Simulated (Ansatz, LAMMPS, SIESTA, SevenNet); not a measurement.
# Scaling test on amorphous Zn20Hg10Se19S11

Single points at Γ on cells of 60, 120, 240 and 360 atoms, calculated with SIESTA 5.4.2 and SevenNet 0.

Smallest cell: 60 atoms (20 Zn, 10 Hg, 19 Se, 11 S) placed at random at 6.05 g/cm³, melted at 2500 K for 10 ps at fixed volume with the Stillinger-Weber II-VI potential (Zhou et al., Phys. Rev. B 88, 085309 (2013)). Quenched from 2500 K to 500 K at 100 K/ps and fixed volume, held 5 ps.

Largest cell: 360 atoms (120 Zn, 60 Hg, 114 Se, 66 S) placed at random at 6.05 g/cm³, melted at 2500 K for 10 ps at fixed volume with the Stillinger-Weber II-VI potential (Zhou et al., Phys. Rev. B 88, 085309 (2013)). Quenched from 2500 K to 500 K at 100 K/ps and fixed volume, held 5 ps.

The programs:
- SIESTA: numerical atomic orbitals, whose automatically made sets are far from complete, with PseudoDojo norm-conserving potentials that we converted to its format (checked against plane waves on the same files for H, C, O, Si, Ge and Ca alone); labels give functional, basis size, energy shift and mesh cutoff.
- SevenNet: machine-learned potential, published weights.

CPU time (Arm Neoverse V1, shared host; 4 to 4 cores a run):

```tsv
method	60 atoms	120 atoms	240 atoms	360 atoms
SIESTA PBE, SZ, shift 0.02 Ry, mesh 350 Ry	2.1 min	4.1 min	-	-
SIESTA PBE, DZP, shift 0.01 Ry, mesh 350 Ry	3.1 min	9.2 min	-	-
SevenNet 0 potential	9.6 s	9.7 s	11 s	11 s
```

Peak memory (GiB):

```tsv
method	60 atoms	120 atoms	240 atoms	360 atoms
SIESTA PBE, SZ, shift 0.02 Ry, mesh 350 Ry	1.0	1.4	-	-
SIESTA PBE, DZP, shift 0.01 Ry, mesh 350 Ry	1.5	2.2	-	-
SevenNet 0 potential	0.67	0.87	1.2	1.6
```

CPU time is summed over cores on a shared host, where runs went side by side, so it is rough. Symmetry, cutoffs, thresholds, outputs and thread counts weren't matched or tuned between programs; memory under MPI is the largest rank's times the ranks.

A dash marks a run that wasn't made or didn't finish.

Each size is a configuration of its own, and Γ sampling tightens with size.

[Logs are printed without paths, hosts, clocks, repeated set-up lines and the standing remarks that a program may print on its own settings, such as how far it seeks lower states.]

[Hosts, paths, dates, database ids (printed as entryN), source tags and the programs' standing remarks are cut or masked in the printed files.]
